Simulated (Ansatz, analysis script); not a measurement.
## Free-standing square Ti monolayer, spacing 2.74 Å: spin spirals and exchange

Does a spiral lie below the collinear start of a free-standing square Ti monolayer, spacing 2.74 Å, and how stiff are the moments?

Method: PBE, PAW set soft_1, in Ansatz 0.2.0.

## (1) Starting point

The cell holds 1 atom: 1 Ti. Cell: a = 2.740 Å, b = 2.740 Å, c = 14.000 Å, α = 90.0°, β = 90.0°, γ = 90.0°. An idealised lattice of chosen spacing, in vacuum. Vacuum lies along c.

## (2) The collinear state

First a free collinear run, to see which state the typed moments lead to.

Input file input.yaml:

```yaml
crystal:
  lattice:
    - [2.74, 0.0, 0.0]
    - [0.0, 2.74, 0.0]
    - [0.0, 0.0, 14.0]
  atoms:
    - { symbol: Ti, position: [0.0, 0.0, 0.5], spin: 1.0 }
magnetization:
  spin_polarized: true
kpoints:
  mp_grid: { grid: [10, 10, 1] }
hamiltonian:
  xc: pbe
  pseudopotentials: { kind: paw, azcp: { folder: soft_1 } }
scf:
  occupations: { method: fermi_dirac, width: 0.1 }
  max_iter: 120
  convergence: { dr2_threshold: 1.0e-08 }
  lower_state_search: "off"
output:
  write_density: true
  write_potential: true
  elf: true
  volumetric_format: npy
```

Launch:

```bash
ansatz run input.yaml --threads 4 --pin off --max-ram 8192MiB --backend cpu --events-out ev --progress --plain --runs-dir out
```

Numbers of over 12 decimals in the logs are rounded to 6 here.

The program printed:

```text
Engine: ansatz 0.2.0, aarch64-unknown-linux-gnu
Pseudopotentials: kind: paw
Pseudopotential: Ti, paw, valence charge 12, recommended cutoff 420 eV (normal), soft_1/Ti.paw.azcp
Functional definition: PBE
  parameter kappa = 0.804
  parameter beta = 0.066725
  exchange = pbe_x(kappa = kappa, mu = beta*pi^2/3)
  correlation = pbe_c(beta = beta)
Crystal: 1 atoms, lattice volume = 105.106 Å³
Basis set: ecut = 420 eV, 2107 PW (Γ)
Bands: 11, of which v1, the nominal top of the filled ones, is band 6 counted from 1 (5 counted from 0)
Symmetry: 16 space group operations
Space group: P4/mmm (ITA 123), of the structure as read, at distance tolerance 4.7e-5 Å
Magnetic group: BNS 123.339 (UNI 999), of the structure as read, at distance tolerance 4.7e-5 Å
k-points: 21 of 100
Non-local potential: Ti, projectors of the file, l = 0: 3, l = 1: 2, l = 2: 3, l = 3: 1
PAW form: soft (Blöchl's): semilocal exchange-correlation on the pseudo side does not see the compensation charge
PAW one-centre angular grid: Ti, 590 points (default); XC on 64 Gauss nodes
Initial density: superposition of atomic densities (neutral atoms: chi_scale 0, normalization atom)
Starting moments: Σ|m| = 1 μB on 1 of 1 site
Initial wavefunctions: pseudopotential atomic-orbital guess
Functional: x = pbe(κ = 0.804, μ = 0.219515), c = pbe(β = 0.066725)
SCF iter   1: F=—  HF=-2498.005395 eV  |F-HF|=—  |Δ(HF+E_count)|=         —  Δρ=1.81e-2 (↑1.73e-2 ↓1.81e-2)  dr2=2.12e0  dr2_m=9.30e-2  M=0.988 μB ∫|m|=0.988 μB  β_m=0.30  ethr=3.10e-3  ⟨swp⟩=5.5  Hψ=2794  notcnv=0
preconditioner: auto → LDOS  [metal: Δε(μ)=0.022 eV  Ē_g=3.545 eV  σ=0.100 eV  W_gap=0.05  n_scr=8 (ndim 8)  ℏωp=7.2 eV  f_vac=0.618  D(μ)=2.55/eV (n_scr^D=8)]
spin=Collinear: LDOS preconditioning applied to the charge; magnetization (m = ρ↑ − ρ↓) channel mixes plain (no charge-response kernel on spin).
SCF iter   2: F=—  HF=-2497.680863 eV  |F-HF|=—  |Δ(HF+E_count)|=   3.25e-1  Δρ=1.18e-2 (↑1.07e-2 ↓1.18e-2)  dr2=9.79e-1  dr2_m=5.06e-2  M=1.014 μB ∫|m|=1.014 μB  β_m=0.30  ethr=3.10e-3  ⟨swp⟩=2.0  Hψ=954  notcnv=0
SCF iter   3: F=—  HF=-2497.433757 eV  |F-HF|=—  |Δ(HF+E_count)|=   2.47e-1  Δρ=9.33e-3 (↑9.33e-3 ↓6.75e-3)  dr2=6.79e-2  dr2_m=3.93e-2  M=1.008 μB ∫|m|=1.009 μB  β_m=0.30  ethr=3.10e-3  ⟨swp⟩=2.0  Hψ=754  notcnv=0
SCF iter   4: F=—  HF=-2497.470626 eV  |F-HF|=—  |Δ(HF+E_count)|=   3.69e-2  Δρ=5.35e-3 (↑4.77e-3 ↓5.35e-3)  dr2=3.62e-2  dr2_m=2.15e-2  M=1.021 μB ∫|m|=1.021 μB  β_m=0.30  ethr=5.66e-4  ⟨swp⟩=2.6  Hψ=984  notcnv=0
SCF iter   5: F=—  HF=-2497.478338 eV  |F-HF|=—  |Δ(HF+E_count)|=   7.71e-3  Δρ=3.92e-3 (↑3.92e-3 ↓3.74e-3)  dr2=3.27e-3  dr2_m=1.28e-2  M=1.045 μB ∫|m|=1.045 μB  β_m=0.30  ethr=3.02e-4  ⟨swp⟩=2.1  Hψ=744  notcnv=0
SCF iter   6: F=—  HF=-2497.486804 eV  |F-HF|=—  |Δ(HF+E_count)|=   8.47e-3  Δρ=2.68e-3 (↑2.68e-3 ↓2.54e-3)  dr2=8.09e-4  dr2_m=6.35e-3  M=1.069 μB ∫|m|=1.069 μB  β_m=1.00  ethr=2.73e-5  ⟨swp⟩=2.3  Hψ=637  notcnv=0
SCF iter   7: F=—  HF=-2497.499147 eV  |F-HF|=—  |Δ(HF+E_count)|=   1.23e-2  Δρ=1.32e-3 (↑1.09e-3 ↓1.32e-3)  dr2=2.85e-4  dr2_m=1.27e-3  M=1.162 μB ∫|m|=1.164 μB  β_m=1.00  ethr=6.75e-6  ⟨swp⟩=2.3  Hψ=865  notcnv=0
SCF iter   8: F=—  HF=-2497.503369 eV  |F-HF|=—  |Δ(HF+E_count)|=   4.22e-3  Δρ=1.18e-3 (↑1.01e-3 ↓1.18e-3)  dr2=2.08e-4  dr2_m=1.03e-3  M=1.233 μB ∫|m|=1.236 μB  β_m=1.00  ethr=2.38e-6  ⟨swp⟩=2.5  Hψ=842  notcnv=0
SCF iter   9: F=—  HF=-2497.505249 eV  |F-HF|=—  |Δ(HF+E_count)|=   1.88e-3  Δρ=8.72e-4 (↑8.72e-4 ↓8.63e-4)  dr2=3.95e-5  dr2_m=7.09e-4  M=1.287 μB ∫|m|=1.290 μB  β_m=1.00  ethr=1.73e-6  ⟨swp⟩=2.6  Hψ=785  notcnv=0
SCF iter  10: F=—  HF=-2497.506148 eV  |F-HF|=—  |Δ(HF+E_count)|=   8.99e-4  Δρ=6.76e-4 (↑6.73e-4 ↓6.76e-4)  dr2=6.42e-5  dr2_m=3.97e-4  M=1.326 μB ∫|m|=1.329 μB  β_m=1.00  ethr=3.30e-7  ⟨swp⟩=2.1  Hψ=778  notcnv=0
[...]
spin-set hold released at iteration 12 (site moments contracting): the magnetisation degrees of freedom join the quasi-Newton model from the next iteration; the mixer history was flushed
[...]
SCF iter  14: F=—  HF=-2497.508557 eV  |F-HF|=—  |Δ(HF+E_count)|=   8.42e-4  Δρ=5.70e-4 (↑5.70e-4 ↓5.17e-4)  dr2=1.91e-5  dr2_m=2.78e-4  M=1.430 μB ∫|m|=1.432 μB  β_m=0.15  ethr=3.29e-7  ⟨swp⟩=2.0  Hψ=747  notcnv=0
SCF iter  15: F=—  HF=-2497.508885 eV  |F-HF|=—  |Δ(HF+E_count)|=   3.28e-4  Δρ=5.22e-4 (↑5.22e-4 ↓4.90e-4)  dr2=1.04e-5  dr2_m=2.43e-4  M=1.454 μB ∫|m|=1.457 μB  β_m=0.36  ethr=1.59e-7  ⟨swp⟩=2.5  Hψ=761  notcnv=0
SCF iter  16: F=—  HF=-2497.509611 eV  |F-HF|=—  |Δ(HF+E_count)|=   7.26e-4  Δρ=3.03e-4 (↑3.03e-4 ↓2.51e-4)  dr2=6.83e-6  dr2_m=7.23e-5  M=1.529 μB ∫|m|=1.532 μB  β_m=0.67  ethr=8.68e-8  ⟨swp⟩=2.7  Hψ=832  notcnv=0
SCF iter  17: F=—  HF=-2497.510018 eV  |F-HF|=—  |Δ(HF+E_count)|=   4.07e-4  Δρ=1.20e-4 (↑9.89e-5 ↓1.20e-4)  dr2=3.04e-6  dr2_m=1.09e-5  M=1.611 μB ∫|m|=1.613 μB  β_m=0.84  ethr=5.69e-8  ⟨swp⟩=3.2  Hψ=906  notcnv=0
SCF iter  18: F=—  HF=-2497.510063 eV  |F-HF|=—  |Δ(HF+E_count)|=   4.50e-5  Δρ=9.41e-5 (↑6.95e-5 ↓9.41e-5)  dr2=1.86e-6  dr2_m=6.16e-6  M=1.623 μB ∫|m|=1.625 μB  β_m=0.92  ethr=2.54e-8  ⟨swp⟩=2.0  Hψ=795  notcnv=0
SCF iter  19: F=—  HF=-2497.510121 eV  |F-HF|=—  |Δ(HF+E_count)|=   5.84e-5  Δρ=2.58e-5 (↑2.58e-5 ↓2.41e-5)  dr2=6.74e-7  dr2_m=3.82e-7  M=1.665 μB ∫|m|=1.667 μB  β_m=0.96  ethr=1.55e-8  ⟨swp⟩=3.6  Hψ=1008  notcnv=0
SCF iter  20: F=—  HF=-2497.510123 eV  |F-HF|=—  |Δ(HF+E_count)|=   1.35e-6  Δρ=1.12e-5 (↑1.12e-5 ↓7.57e-6)  dr2=3.09e-8  dr2_m=7.25e-8  M=1.669 μB ∫|m|=1.671 μB  β_m=0.91  ethr=5.62e-9  ⟨swp⟩=2.5  Hψ=796  notcnv=0
iter 21 did not close the SCF: its close was put off for a magnetic moment that had not settled (scf_convergence_deferred on its scf_iter line)
SCF iter  21: F=-2497.510123 eV  HF=-2497.510123 eV  |F-HF|=1.90e-8  |Δ(HF+E_count)|=   7.76e-7  Δρ=3.11e-6 (↑2.05e-6 ↓3.11e-6)  dr2=3.39e-9  dr2_m=4.95e-9  M=1.665 μB ∫|m|=1.667 μB  β_m=0.88  ethr=8.33e-11  ⟨swp⟩=1.4  Hψ=1684  notcnv=0
SCF iter  22: F=-2497.510123 eV  HF=-2497.510123 eV  |F-HF|=2.21e-9  |Δ(HF+E_count)|=   5.97e-8  Δρ=6.41e-7 (↑6.41e-7 ↓5.24e-7)  dr2=4.58e-10  dr2_m=1.45e-10  M=1.664 μB ∫|m|=1.666 μB  ethr=2.83e-11  ⟨swp⟩=1.0  Hψ=1506  notcnv=0
SCF 1 converged in 22 iterations: F = -2497.510123 eV  dr2 = 4.58e-10
  greatest PAW one-centre occupation: 0.999 electrons in one spin orbital (limit 2), on the Ti atom at site 0 (counted from 0), in its partial waves of l = 0
WARN: The output density's exchange-correlation potential varies sharply where the density is thin. Do not read a vacuum level from v_tot or v_xc, or from such a field of the output density. On a cell that repeats whose density bears no net charge and no dipole along the vacuum's axis use v_es (v_loc + v_h of the components); under efield.dipole_correction with no amplitude use v_es + v_field, which holds any externa [...]
SCF converged after 22 iterations
Magnetization: 1.6638 μB (6.8319 up, 5.1681 down)
Absolute magnetization: 1.6659 μB (∫|ρ↑−ρ↓|, with the PAW one-centre terms)
Spin contamination: 0.0068 ħ² per cell (⟨S²⟩ above its minimum at these occupations)
Per-site moments (μB) at R_I (Å): [(1.075978, 1.130250)]
Free energy (F): -2497.510123 eV
Harris-Foulkes:  -2497.510123 eV  (|F-HF|=2.21e-9)
Internal energy: -2497.432057 eV  (E = F + TS)
E sigma→0 (E₀):  -2497.471090 eV
Entropy (-TS):   -0.078066 eV (-78.066 meV/atom)
Fermi energy:    -1.030140 eV
--- Per-component energies (eV) ---
  E_band       = -329.771731
  E_kinetic    = 279.549162
  E_local      = -4108.395701  (includes V_loc(G=0)·N_el)
  E_nonlocal   = 62.433605
  E_hartree    = 1877.032305
  E_xc         = -113.769311
  E_vxc        = -142.208275  (∫ρ·V_xc dr)
  E_paw        = -1043.083662  (= ΣΔE_a)
  E_vpaw       = -175.214040  (= ΣTr[D̂ρ^β])
  E_aug_tail   = -0.000078  (compensation charges beyond the density's cutoff)
  E_ewald      = 548.801623
  E_smearing   = -0.078066  (= −TS)
  E_closure    = -0.000000  (closes the sum)
  Σ components = -2497.510123   (vs F -2497.510123, Δ=0.00e0)
--- Band table (eV; the first three rows and the last of 42) ---
  k-point 0 ↑: bands = [... 2 lower, -34.3292, -34.3292, -5.3086, -2.5918, -1.7386, -1.3041, 0.6210, 0.6210, ... 1 higher]
  k-point 1 ↑: bands = [... 2 lower, -34.3882, -34.3243, -5.0633, -2.4537, -1.6244, -1.3714, 0.6431, 0.6702, ... 1 higher]
  k-point 2 ↑: bands = [... 2 lower, -34.5408, -34.3115, -4.3918, -2.0857, -1.6220, -1.2770, 0.7016, 0.9967, ... 1 higher]
  k-point 20 ↓: bands = [... 2 lower, -33.9020, -33.7764, -2.6335, -0.1532, -0.1532, 1.3394, 3.8234, 5.8807, ... 1 higher]
```

It took 2.1 s on 4 threads of Arm Neoverse V1, shared host; peak memory 0.34 GiB.

In the SCF lines HF is the Harris–Foulkes energy and dr2 the Hartree energy of the density residual, in eV; the loop may stop once dr2 is under the threshold and the program's other checks hold. Hψ counts applications of the Hamiltonian.

Spin moment in the atom's sphere by atom:

```csv
atom,spin moment in the atom's sphere (μB)
Ti1,1.08
```

The run ends ferromagnetic, with a net moment of 1.66 μB a cell. With one Ti atom carrying the moment, parallel order of its images is forced by the cell, not found.

Spin density in the ca plane at fractional y = 0.000, with atoms of Ti within 0.2 Å of it.

Values in e/Å³, 5 rows by 16 columns, each cell a mean:
```
0.00 0.00 0.00 0.00 0.00 0.01 0.03 0.30 0.41 0.05 0.01 0.00 0.00 0.00 0.00 0.00
0.00 0.00 0.00 0.00 0.00 0.01 0.03 0.10 0.12 0.04 0.01 0.00 0.00 0.00 0.00 0.00
0.00 0.00 0.00 0.00 0.00 0.01 0.03 0.06 0.07 0.04 0.01 0.00 0.00 0.00 0.00 0.00
0.00 0.00 0.00 0.00 0.00 0.01 0.03 0.15 0.20 0.04 0.01 0.00 0.00 0.00 0.00 0.00
0.00 0.00 0.00 0.00 0.00 0.01 0.03 0.36 0.53 0.05 0.01 0.00 0.00 0.00 0.00 0.00
```
Columns run along c (14.0 Å), rows up along a (2.7 Å). Atoms in or near the plane, at fractional coordinates: Ti at (0.50, 0.00).

Valence density in the ca plane at fractional y = 0.000, with atoms of Ti within 0.2 Å of it. It is the smooth field of the valence electrons, not physical close to the nuclei.

Values in units of 1e0 e/Å³, 5 rows by 16 columns, each cell a mean:
```
0.0 0.0 0.0 0.0 0.0 0.0 0.1 3.1 4.8 0.2 0.0 0.0 0.0 0.0 0.0 0.0
0.0 0.0 0.0 0.0 0.0 0.0 0.1 0.4 0.6 0.1 0.0 0.0 0.0 0.0 0.0 0.0
0.0 0.0 0.0 0.0 0.0 0.0 0.1 0.2 0.2 0.1 0.0 0.0 0.0 0.0 0.0 0.0
0.0 0.0 0.0 0.0 0.0 0.0 0.1 1.0 1.5 0.1 0.0 0.0 0.0 0.0 0.0 0.0
0.0 0.0 0.0 0.0 0.0 0.0 0.1 4.3 6.6 0.2 0.0 0.0 0.0 0.0 0.0 0.0
```
Columns run along c (14.0 Å), rows up along a (2.7 Å). Atoms in or near the plane, at fractional coordinates: Ti at (0.50, 0.00).

ELF in the ca plane at fractional y = 0.000, with atoms of Ti within 0.2 Å of it. It is the smooth field of the valence electrons, not physical close to the nuclei.

Ten even steps from '0' (0.00) to '9' (0.73), each cell a mean:
```
0000000000000111028999500111000000000000
0000000000001122114887311221000000000000
0000000000001234422343234431100000000000
0000000000001245654333566532100000000000
0000000000001245543222345432100000000000
0000000000001223213665212321000000000000
0000000000000111017999401111000000000000
0000000000000110028989600110000000000000
```
Columns run along c (14.0 Å), rows up along a (2.7 Å). Atoms in or near the plane, at fractional coordinates: Ti at (0.50, 0.00).

## (3) The same state on a denser mesh

Levels at the Fermi energy are partly filled, so moments and energy differences can hang on the k-mesh, and the state is solved again on a denser one.

input.yaml, the sections that differ from step 2:

```yaml
crystal:
  lattice:
    - [2.74, 0.0, 0.0]
    - [0.0, 2.74, 0.0]
    - [0.0, 0.0, 14.0]
  atoms:
    - { symbol: Ti, position: [0.0, 0.0, 0.5], spin: 1.08 }
kpoints:
  mp_grid: { grid: [20, 20, 1] }
basis:
  ecutwfc: 420.0
checkpoint:
  read: start
  write: ck
  compress: false
  write_wavefunctions: false
  write_every: 100000
# magnetization, hamiltonian, scf: as in step 2
# output: removed
```

The program printed:

```text
[...]
SCF converged after 8 iterations
Magnetization: 1.7093 μB (6.8547 up, 5.1453 down)
Absolute magnetization: 1.7101 μB (∫|ρ↑−ρ↓|, with the PAW one-centre terms)
[...]
Per-site moments (μB) at R_I (Å): [(1.103762, 1.130250)]
Free energy (F): -2497.513139 eV
[...]
Internal energy: -2497.438850 eV  (E = F + TS)
E sigma→0 (E₀):  -2497.475995 eV
Entropy (-TS):   -0.074289 eV (-74.289 meV/atom)
Fermi energy:    -1.025432 eV
[...]
```

Run time: 2.1 s. Hardware: 4 threads; peak memory 0.41 GiB; 7.6 s of CPU time.

Spin moment in the atom's sphere by atom:

```csv
atom,spin moment in the atom's sphere (μB)
Ti1,1.10
```

The run ends ferromagnetic, with a net moment of 1.71 μB a cell, against 1.66 μB on the first mesh.

Each spiral starts from these moments, tilted 45° from the rotation axis z (a cone), with their directions locked in the turning frame; energies are taken at the locked directions, corrected for the field of the lock. Spin–orbit coupling is switched off, so the energy does not depend on how the axis lies in the crystal. The folder named start holds the saved collinear state, from which each run begins.

## (4) q = (0, 0, 0)

The reference is the same input at q = 0, so that basis and exchange-correlation form match those at other q. Every q is chosen so that q/2 is a mesh vector: every spiral then samples the k-points of q = 0, and much mesh noise cancels.

input.yaml, the sections that differ from step 3:

```yaml
crystal:
  lattice:
    - [2.74, 0.0, 0.0]
    - [0.0, 2.74, 0.0]
    - [0.0, 0.0, 14.0]
  atoms:
    - { symbol: Ti, position: [0.0, 0.0, 0.5], spin: 1.1, spin_axis: [0.707107, 0.0, 0.707107] }
hamiltonian:
  xc: pbe
  noncollinear_xc: locally_collinear
  pseudopotentials: { kind: paw, azcp: { folder: soft_1 } }
magnetization:
  noncollinear: true
  spin_spiral: { q: [0.0, 0.0, 0.0] }
  spin_locking: { lock_directions: true }
checkpoint:
  read: start
# kpoints, scf, basis: as in step 3
```

Launch:

```bash
ansatz run input.yaml --threads 1 --pin off --max-ram 2048MiB --backend cpu --events-out ev --progress --plain --runs-dir out
```

The program printed:

```text
Warning: magnetization.spin_spiral: disabling space-group detection — beside a Hubbard shell, its report or a lock it is not worked out which of the operations that keep the spiral keep those too, and one that does not would average them into another order's, and files of the run's orbitals state none, so no spatial operation reduces the k-mesh or symmetrises the density; of a planar spiral with no Hubbard correction or report and no files of its own orbitals, on a mesh that holds points beside their negatives, k and −k, whose spinors are each other's conjugates with the components exchanged, are solved as one point, and the moment along z is held at nought; [rest of the remark cut]
Warning: checkpoint.read: spin treatment differs: saved collinear, current noncollinear; the saved charge density seeds this run and the saved magnetisation is carried along the axis that this deck's starting moments share; the saved density holds an absolute magnetisation of 1.7e0 μB; saved orbitals and DFT+U occupations are not carried; the saved PAW projector densities are carried along that axis
Warning: checkpoint.read: magnetization.spin_spiral differs: saved none, current q = [0, 0, 0]; the saved state is no spin spiral's: the SCF starts from none of its orbitals and from its density, each atom's moment turned about z as a whole to its place on this deck's spiral. A spiral's own state at q: [0, 0, 0] serves better
[...]
Crystal: 1 atoms, lattice volume = 105.106 Å³
Basis set: ecut = 420 eV, 2107 PW (Γ)
Bands: 20, of which v1, the nominal top of the filled ones, is band 12 counted from 1 (11 counted from 0)
Symmetry: 1 space group operations
k-points: 400
Spin spiral: q = (0, 0, 0) of the reciprocal vectors; moments are told in the frame that turns with it, a site's in that at the site
[...]
SCF iter   1: F=-2497.513087 eV  HF=-2497.513089 eV  |F-HF|=2.07e-6  |Δ(HF+E_count)|=         —  Δρ=2.99e-5  dr2=6.78e-9  dr2_m=4.32e-7  ethr=6.18e-7  |M|=1.71e0 ∫|m|=1.71e0 μB  |m|>n=2.0e-2 m-floor=0.0e0 τ_xc=2.6e-17  β_m=0.30  ⟨swp⟩=3.2  Hψ=56195  notcnv=0
eigensolver tolerance schedule: the retry pair's looser diagonalisation over-reported the residual by 10939.80 of it (diagonalisation noise at an unbounded share of the residual, at the tolerance the schedule requests for it); recorded, not acted on — ethr = c·dr2/N_el stays at c = 1.0e-1
[...]
SCF iter   2: F=-2497.513086 eV  HF=-2497.513086 eV  |F-HF|=3.69e-7  |Δ(HF+E_count)|=   3.13e-6  Δρ=1.42e-5  dr2=1.22e-9  dr2_m=9.78e-8  ethr=5.65e-11  |M|=1.71e0 ∫|m|=1.71e0 μB  |m|>n=2.0e-2 m-floor=0.0e0 τ_xc=2.6e-17  β_m=0.43  ⟨swp⟩=1.0  Hψ=28465  notcnv=0
[...]
SCF iter  12: F=-2497.513089 eV  HF=-2497.513089 eV  |F-HF|=1.12e-7  |Δ(HF+E_count)|=   1.81e-7  Δρ=1.86e-6  dr2=2.29e-10  dr2_m=1.66e-9  ethr=1.98e-12  |M|=1.71e0 ∫|m|=1.71e0 μB  |m|>n=2.0e-2 m-floor=0.0e0 τ_xc=2.7e-17  ⟨swp⟩=1.0  Hψ=28325  notcnv=0
SCF 1 converged in 12 iterations: F = -2497.513089 eV  dr2 = 2.29e-10
[...]
SCF converged after 12 iterations
Stability not checked: this state was not tested for a lower state beside it, because a magnetisation constraint still acts at the end of the SCF (magnetization_constraint; see scf.lower_state_search)
Magnetization: |M| = 1.7123 μB,  M = (+1.2108, +0.0000, +1.2108) μB
Absolute magnetization: 1.7127 μB (∫|m|, with the PAW one-centre terms)
  site 0: m = (+0.7815, +0.0000, +0.7815) μB, |m| = 1.1052 μB  (R = 1.13 Å)
--- Magnetisation constraints (ε_frz = 1.0e-4 eV) ---
  site  kind           target                            achieved (μB)             |Δ|max (μB)  g (eV/μB)                    λ_eff  esc  ok   flags
  0     per_site_axis  ê (+0.707, +0.000, +0.707) ≥0.00  (+0.781, +0.000, +0.781)  2.95e-7      (-2.0e-7, +5.9e-7, +2.0e-7)  1.000  0    yes
Free energy (F): -2497.513089 eV
[...]
Internal energy: -2497.438769 eV  (E = F + TS)
E sigma→0 (E₀):  -2497.475929 eV
Entropy (-TS):   -0.074320 eV (-74.320 meV/atom)
Fermi energy:    -1.025621 eV
[...]
```

Wall time 5.5 min (1 thread); peak memory 1.7 GiB.

The largest moment is 1.11 μB, against 1.10 μB in the collinear run.

## (5) q = (0, 0.1, 0)

Only q changes. The cell stays that of the crystal, since the generalised Bloch theorem carries the rotation from cell to cell.

Edit input.yaml of step 4 so:

```diff
@@ -22,3 +22,3 @@
   noncollinear: true
-  spin_spiral: { q: [0.0, 0.0, 0.0] }
+  spin_spiral: { q: [0.0, 0.1, 0.0] }
   spin_locking: { lock_directions: true }
```

The program printed:

```text
[...]
Crystal: 1 atoms, lattice volume = 105.106 Å³
Basis set: ecut = 420 eV, 2107 PW (Γ)
Bands: 20, of which v1, the nominal top of the filled ones, is band 12 counted from 1 (11 counted from 0)
Symmetry: 1 space group operations
k-points: 400
[...]
SCF iter  13: F=-2497.513490 eV  HF=-2497.513490 eV  |F-HF|=7.03e-10  |Δ(HF+E_count)|=   1.40e-9  Δρ=1.33e-6  dr2=1.54e-9  dr2_m=5.32e-10  ethr=8.33e-11  |M|=1.74e0 ∫|m|=1.74e0 μB  |m|>n=1.8e-2 m-floor=0.0e0 τ_xc=2.7e-17  ⟨swp⟩=2.0  Hψ=13002  notcnv=0
SCF 1 converged in 13 iterations: F = -2497.513490 eV  dr2 = 1.54e-9
[...]
SCF converged after 13 iterations
[...]
Magnetization: |M| = 1.7371 μB,  M = (+1.2233, +0.0000, +1.2333) μB
Absolute magnetization: 1.7397 μB (∫|m|, with the PAW one-centre terms)
  site 0: m = (+0.7957, +0.0000, +0.7951) μB, |m| = 1.1249 μB  (R = 1.13 Å)
--- Magnetisation constraints (ε_frz = 1.0e-4 eV) ---
[...]
0     per_site_axis  ê (+0.707, +0.000, +0.707) ≥0.00  (+0.796, +0.000, +0.795)  2.77e-4      (+5.5e-4, +1.1e-6, -5.5e-4)  1.000  0    yes
Free energy (F): -2497.513490 eV
[...]
Internal energy: -2497.440229 eV  (E = F + TS)
E sigma→0 (E₀):  -2497.476859 eV
Entropy (-TS):   -0.073262 eV (-73.262 meV/atom)
Fermi energy:    -1.018066 eV
[...]
```

It took 4.2 min on 1 thread; peak memory 1.7 GiB.

The energy of the cell lies 0.401 meV below that at q = 0, and the largest moment is 1.12 μB against 1.11 μB.

(Part 1 of 2 ends here.)

[Logs and program files are shortened in this print: banners, set-up blocks, solver, clock and traceback lines can be left out without a mark of their own.]

[Logs are printed without paths, hosts, clocks, repeated set-up lines and the standing remarks that a program may print on its own settings, such as how far it seeks lower states.]

[Hosts, paths, dates, database ids (printed as entryN), source tags and the programs' standing remarks are cut or masked in the printed files.]
